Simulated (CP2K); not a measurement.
The N K edge of acetonitrile monohydrate was computed by TDDFT (CP2K XAS_TDP, aug-cc-pVDZ, TDA) at these levels: PBE0, PBEh(45%) and PBEh(45%) + GW2X. The first three lines of N3 (bonded to C, takes 1 H bond) with a strength over 0.0015, energy in eV and strength:

```csv
run,first,second,third
1,395.85 (0.106),400.17 (0.002),402.02 (0.004)
2,389.39 (0.086),393.90 (0.003),395.08 (0.003)
3,401.29 (0.105),405.61 (0.002),407.46 (0.004)
```

Q: Which run is which?

Run 1: PBEh(45%) (45 % exact exchange). Run 2: PBE0 (25 % exact exchange). Run 3: PBEh(45%) + GW2X (45 % exact exchange). Self-interaction lifts the core level, so the uncorrected lines rise with the share of exact exchange. The GW2X run keeps the spacings of its parent: 4.32 eV between the first two lines in run 3, 4.32 eV in run 1. Its shift is +5.44 eV, since the Kohn–Sham level at this share of exchange lies that far above the quasiparticle level.

[Banner, clock and machine lines of the logs are left out without a mark of their own.]

[Logs are printed without paths, hosts, clocks, repeated set-up lines and the standing remarks that a program may print on its own settings, such as how far it seeks lower states.]

[Hosts, paths, dates, database ids (printed as entryN), source tags and the programs' standing remarks are cut or masked in the printed files.]
